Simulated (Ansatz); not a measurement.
# HfTi2 in the C11b ordering: lattice stability ahead of a resistivity run, part 2 of 3

The plan: relax HfTi2 in the C11b ordering, check its phonons, and, if the lattice is stable, compute its Eliashberg function and ρ(T).

Ansatz 0.2.0; DFT PBE, scalar-relativistic, plane waves, PAW.

So far. Step 2 (Rough relaxation): The largest force is now 0.026 eV/Å and the largest stress component 0.28 GPa.

The structure was built from a prototype and need not be the compound's stable phase.

### Step 3. Relaxation

Lattice constant and positions set the bands and the force constants, so the cell is relaxed first.

The input, input.yaml:

```yaml
crystal:
  lattice:
    - [3.4496284706, 0.0, -1.7027e-06]
    - [0.0, 3.4496284706, -1.7027e-06]
    - [1.7248166042, 1.7248166042, 4.7994256254]
  atoms:
    - { symbol: Hf, position: [0.0, 0.0, 0.0] }
    - { symbol: Ti, position: [0.6884160219, 0.6884160219, 0.6231679563] }
    - { symbol: Ti, position: [0.3115839781, 0.3115839781, 0.3768320437] }
kpoints:
  mp_grid: { grid: [10, 10, 10] }
hamiltonian:
  xc: pbe
scf:
  occupations: { method: gaussian, width: 0.1 }
output:
  forces: true
  stress: true
  eigenvalues: true
  write_density: true
  write_potential: true
  elf: true
  volumetric_format: npy
relax:
  adjacent_minimum: "off"
  f_tol: 0.005
  max_steps: 80
  cell: { stress_tol: 0.05 }
```

On the command line:

```console
> ansatz run input.yaml --threads 4 --pin off --max-ram 8192MiB --backend cpu --events-out ev --progress --plain --runs-dir out
```

Numbers of over 12 decimals in the logs are rounded to 6 here.

The log of the run:

```text
[the first part of the log is left out]
  E_vxc        = -510.000353  (∫ρ·V_xc dr)
  E_paw        = -9023.475490  (= ΣΔE_a)
  E_vpaw       = 1079.440226  (= ΣTr[D̂ρ^β])
  E_aug_tail   = 0.000255  (compensation charges beyond the density's cutoff)
  E_ewald      = -7025.752830
  E_smearing   = -0.024238  (= −TS)
  E_closure    = 0.000000  (closes the sum)
  Σ components = -20720.440574   (vs F -20720.440574, Δ=0.00e0)
--- Forces (eV/Å), atoms counted from 1 ---
  atom   1  Hf     0.00000000     0.00000000     0.00000000
  atom   2  Ti    -0.00000000    -0.00000000    -0.00070225
  atom   3  Ti     0.00000000     0.00000000     0.00070225
  max |Σ_I F_I| component: 0.00e0 eV/Å
--- Stress (GPa, compression-positive) ---
        0.021387      -0.000000      -0.000000
       -0.000000       0.021387      -0.000000
       -0.000000      -0.000000      -0.003268
  P = ⅓ Tr σ = 0.0132 GPa (0.132 kbar)
--- Band table (eV; the first three rows and the last of 102) ---
[...]
--- Relaxed structure (3 steps of the walk, 3 accepted, 1 SCFs on fresh bases) ---
[...]
cell:  # Å, volume = 57.2412 Å³
    - [3.449868, -4.2023827941237864e-13, -1.7028015932145488e-6]
    - [-4.2023827941259255e-13, 3.449868, -1.7028015932149835e-6]
    - [1.724936, 1.724936, 4.809539]
  atoms:
    - { symbol: Hf, position: [0, 0, 0] }
    - { symbol: Ti, position: [0.688149, 0.688149, 0.623701] }
    - { symbol: Ti, position: [0.311851, 0.311851, 0.376299] }
```

Run time: 7.8 s. Hardware: 4 threads of Intel Xeon Platinum 8488C (Sapphire Rapids), shared host; peak memory 0.55 GiB.

The steps of the relaxation:

| step | energy less that of the first step (eV) | largest force component (eV/Å) | pressure (GPa) | volume (Å³) |
| --- | --- | --- | --- | --- |
| 1 | 0.0000 | 0.0287 | 0.26 | 57.11 |
| 2 | -0.0001 | 0.0061 | -0.19 | 57.35 |
| 3 | -0.0002 | 0.0007 | 0.01 | 57.24 |
| 4 | -0.0002 | 0.0007 | 0.01 | 57.24 |

The log counts 1 steps on a newly chosen plane-wave basis, not all of them marked here; energy and pressure can jump at such steps.

| conventional cell, symmetrised | before | after | change |
| --- | --- | --- | --- |
| a (Å) | 3.450 | 3.450 | +0.0 % |
| b (Å) | 3.450 | 3.450 | +0.0 % |
| c (Å) | 9.599 | 9.619 | +0.2 % |
| volume (Å³/atom) | 19.04 | 19.08 | +0.2 % |

Final coordinates:

```cif
data_structure
_symmetry_space_group_name_H-M 'P 1'
_symmetry_Int_Tables_number 1
_cell_length_a 3.4499
_cell_length_b 3.4499
_cell_length_c 5.3928
_cell_angle_alpha 71.346
_cell_angle_beta 71.346
_cell_angle_gamma 90.000
_cell_volume 57.24
loop_
_atom_site_label
_atom_site_type_symbol
_atom_site_fract_x
_atom_site_fract_y
_atom_site_fract_z
_atom_site_occupancy
Hf1 Hf 0.00000 0.00000 0.00000 1
Ti2 Ti 0.68815 0.68815 0.62370 1
Ti3 Ti 0.31185 0.31185 0.37630 1
```

Numbers from this step:

```yaml
pressure: 0.01317 GPa
volume_per_atom: 19.08 Å³
```

Valence density in the ac plane of the conventional cell at fractional y = 0.000, with atoms of Hf and Ti within 0.2 Å of it. It is the smooth field of the valence electrons, not physical close to the nuclei.

Values in e/Å³, 24 rows by 14 columns, each cell a mean:
```
23 17  7  2  1  0  0  0  0  0  1  3 11 20
 6  4  2  1  0  0  0  0  0  0  0  1  3  5
 1  0  0  0  0  0  0  0  0  0  0  0  0  1
 0  0  0  0  0  0  0  0  0  0  0  0  0  0
 0  0  0  0  0  0  0  0  0  0  0  0  0  0
 2  2  1  0  0  0  0  0  0  0  0  0  1  2
 8  6  3  1  0  0  0  0  0  0  0  1  4  7
10  8  4  1  0  0  0  0  0  0  0  2  6  9
 5  4  2  1  0  0  0  0  0  0  0  1  3  5
 1  1  0  0  0  0  0  0  0  0  0  0  0  1
 0  0  0  0  0  0  0  0  0  0  0  0  0  0
 0  0  0  0  0  0  0  0  0  0  0  0  0  0
 0  0  0  0  0  0  0  0  0  0  0  0  0  0
 0  0  0  0  0  0  0  0  0  0  0  0  0  0
 2  2  1  0  0  0  0  0  0  0  0  0  1  2
 8  6  3  1  0  0  0  0  0  0  0  1  4  7
10  8  4  1  0  0  0  0  0  0  1  2  6  9
 6  4  2  1  0  0  0  0  0  0  0  1  3  5
 1  1  0  0  0  0  0  0  0  0  0  0  1  1
 0  0  0  0  0  0  0  0  0  0  0  0  0  0
 0  0  0  0  0  0  0  0  0  0  0  0  0  0
 1  1  1  0  0  0  0  0  0  0  0  0  1  1
12  9  4  1  0  0  0  0  0  0  1  2  5 10
30 22  9  3  1  0  0  0  0  0  1  4 14 26
```
Columns run along a (3.4 Å), rows up along c (9.6 Å), edges of the conventional cell, whose origin can differ from the input's. Atoms in or near the plane, at fractional coordinates: Hf at (0.00, 0.00), Ti at (0.00, 0.31), Ti at (0.00, 0.69).

ELF in the ac plane of the conventional cell at fractional y = 0.000, with atoms of Hf and Ti within 0.2 Å of it. It is the smooth field of the valence electrons, not physical close to the nuclei.

Ten even steps from '_' (0.14) to '@' (0.83), each cell a mean:
```
@@@@%%++..__::--..__::**@@@@
##**==..__::==++--..__::++##
........--++******==--......
....--++**##******##**==::..
____..--++**********==::..__
====::__..--++++==::____::==
--++++::__..==++--____--**==
__--**--__..==**--____==++..
++**==..__::++**==..__::++++
::..____..--++**++::____..::
..::::--============--::::..
******++++==------==++******
==++++++====------==++++++++
______..--==++++====::..____
++==..____--++**++::____::==
--++++::__::++**==____--**==
__--**--__..==++--____==++..
++**==..__::==++==..__::++++
::..__..::==++++++==::__..::
....--++**************==::..
....::==++**********++--::..
--::....::==++**++--....::--
@@%%**--__..--==::__..==##@@
@@@@@@**..__::--..__::##@@@@
```
Columns run along a (3.4 Å), rows up along c (9.6 Å), edges of the conventional cell, whose origin can differ from the input's. Atoms in or near the plane, at fractional coordinates: Hf at (0.00, 0.00), Ti at (0.00, 0.31), Ti at (0.00, 0.69).

Electrostatic potential energy in the ac plane of the conventional cell at fractional y = 0.000, with atoms of Hf and Ti within 0.2 Å of it. With pseudopotentials it is smooth inside the atoms' cores, unlike the true potential.

Values in eV, 24 rows by 14 columns, each cell a mean:
```
-21 -22 -21 -10   4  13  16  17  15  10   0 -15 -22 -22
-18 -15  -8   3  11  15  17  18  17  14   8  -1 -11 -17
  5   6  10  13  16  17  18  18  18  17  15  12   8   6
 14  14  15  17  18  18  18  18  18  18  17  16  15  14
 10  11  13  15  17  18  18  18  18  18  16  15  12  10
-11  -8  -1   8  14  16  18  18  17  16  12   5  -4 -10
-22 -21 -15  -3   9  15  17  18  17  14   5  -8 -18 -21
-23 -22 -18  -7   8  15  18  18  17  13   3 -12 -20 -22
-19 -18 -11   1  11  16  18  18  18  15   8  -3 -14 -19
 -1   1   7  12  15  17  18  18  18  16  14  10   5   0
 15  15  16  17  17  17  17  17  17  17  17  16  16  15
 18  18  18  18  18  17  17  17  17  17  18  18  18  18
 17  17  18  18  17  17  17  17  17  17  17  18  18  17
 11  12  14  15  16  17  18  18  17  17  16  15  13  11
-11  -8   0   8  14  17  18  18  18  16  12   6  -4  -9
-22 -21 -15  -3  10  16  18  18  17  14   6  -8 -18 -21
-23 -22 -18  -7   8  15  18  18  17  13   3 -12 -21 -22
-20 -18 -11   1  11  16  17  18  17  14   8  -3 -14 -19
 -2   1   7  12  15  17  18  18  18  17  14  10   4   0
 13  14  15  16  18  18  18  18  18  18  17  16  15  13
 12  13  14  16  17  18  18  18  18  18  17  15  14  12
 -4  -2   4  10  14  17  18  18  18  16  13   8   2  -3
-22 -21 -15  -3   8  14  16  17  16  12   5  -8 -19 -22
-18 -22 -23 -13   3  12  15  16  15   9  -2 -18 -23 -20
```
Columns run along a (3.4 Å; values clipped at the 3rd and 97th percentile), rows up along c (9.6 Å), edges of the conventional cell, whose origin can differ from the input's. Atoms in or near the plane, at fractional coordinates: Hf at (0.00, 0.00), Ti at (0.00, 0.31), Ti at (0.00, 0.69).

The largest force is now 7.0e-4 eV/Å and the largest stress component 0.021 GPa.

### Step 4. Relaxing tightly for phonons

Residual forces and stress shift phonon frequencies, so the cell is relaxed again, with tight thresholds and the mesh and smearing of this input.

The input, input.yaml:

```yaml
crystal:
  lattice:
    - [3.4498680742, 0.0, -1.7028e-06]
    - [0.0, 3.4498680742, -1.7028e-06]
    - [1.724936411, 1.724936411, 4.8095394339]
  atoms:
    - { symbol: Hf, position: [0.0, 0.0, 0.0] }
    - { symbol: Ti, position: [0.6881492628, 0.6881492628, 0.6237014744] }
    - { symbol: Ti, position: [0.3118507372, 0.3118507372, 0.3762985256] }
kpoints:
  mp_grid: { grid: [8, 8, 8] }
hamiltonian:
  xc: pbe
scf:
  occupations: { method: methfessel_paxton, width: 0.2 }
output:
  forces: true
  stress: true
  eigenvalues: true
relax:
  adjacent_minimum: "off"
  f_tol: 0.001
  max_steps: 60
  cell: { stress_tol: 0.01 }
```

The log of the run:

```text
[the first part of the log is left out]
  E_vxc        = -510.024789  (∫ρ·V_xc dr)
  E_paw        = -9023.480059  (= ΣΔE_a)
  E_vpaw       = 1079.427818  (= ΣTr[D̂ρ^β])
  E_aug_tail   = 0.000253  (compensation charges beyond the density's cutoff)
  E_ewald      = -7026.530193
  E_smearing   = -0.000090  (= −TS)
  E_closure    = 0.000000  (closes the sum)
  Σ components = -20720.427875   (vs F -20720.427875, Δ=0.00e0)
[...]
--- Stress (GPa, compression-positive) ---
       -0.001374       0.000000       0.000000
        0.000000      -0.001374       0.000000
        0.000000       0.000000       0.002098
  P = ⅓ Tr σ = -0.0002 GPa (-0.002 kbar)
--- Band table (eV; the first three rows and the last of 59) ---
[...]
--- Relaxed structure (5 steps of the walk, 5 accepted, 1 SCFs on fresh bases) ---
[...]
cell:  # Å, volume = 57.2204 Å³
    - [3.452712, -4.2058136378562445e-13, -1.7041988313185803e-6]
    - [-4.205813637856823e-13, 3.452712, -1.7041988313186974e-6]
    - [1.726358, 1.726358, 4.799881]
  atoms:
    - { symbol: Hf, position: [0, 0, 0] }
    - { symbol: Ti, position: [0.688197, 0.688197, 0.623607] }
    - { symbol: Ti, position: [0.311803, 0.311803, 0.376393] }
```

Run time: 6.6 s. Hardware: 4 threads; peak memory 0.5 GiB; 23 s of CPU time.

The steps of the relaxation:

| step | energy less that of the first step (eV) | largest force component (eV/Å) | pressure (GPa) | volume (Å³) |
| --- | --- | --- | --- | --- |
| 1 | 0.0000 | 0.0139 | -0.03 | 57.24 |
| 2 | -0.0001 | 0.0124 | -0.02 | 57.24 |
| 3 | -0.0001 | 0.0014 | 0.02 | 57.21 |
| 4 | -0.0001 | 0.0013 | -0.02 | 57.23 |
| 5 | -0.0001 | 0.0000 | 0.00 | 57.22 |
| 6 | -0.0001 | 0.0000 | 0.00 | 57.22 |

The log counts 1 steps on a newly chosen plane-wave basis, not all of them marked here; energy and pressure can jump at such steps.

| conventional cell, symmetrised | before | after | change |
| --- | --- | --- | --- |
| a (Å) | 3.450 | 3.453 | +0.1 % |
| b (Å) | 3.450 | 3.453 | +0.1 % |
| c (Å) | 9.619 | 9.600 | -0.2 % |
| volume (Å³/atom) | 19.08 | 19.07 | -0.0 % |

The relaxed structure:

```xyz
3
Lattice="3.4527 0.0000 0.0000 0.0000 3.4527 0.0000 1.7264 1.7264 4.7999" Properties=species:S:1:pos:R:3 pbc="T T T"
Hf    0.0000    0.0000    0.0000
Ti    3.4527    3.4527    2.9932
Ti    1.7264    1.7264    1.8066
```

Numbers from this step:

- pressure: -2.17e-4 GPa
- volume per atom: 19.07 Å³

The largest force is now 2.5e-6 eV/Å and the largest stress component 0.0021 GPa, small enough for phonons.

(Part 2 of 3 ends here.)

[Logs are printed without paths, hosts, clocks, repeated set-up lines and the standing remarks that a program may print on its own settings, such as how far it seeks lower states.]

[Hosts, paths, dates, database ids (printed as entryN), source tags and the programs' standing remarks are cut or masked in the printed files.]
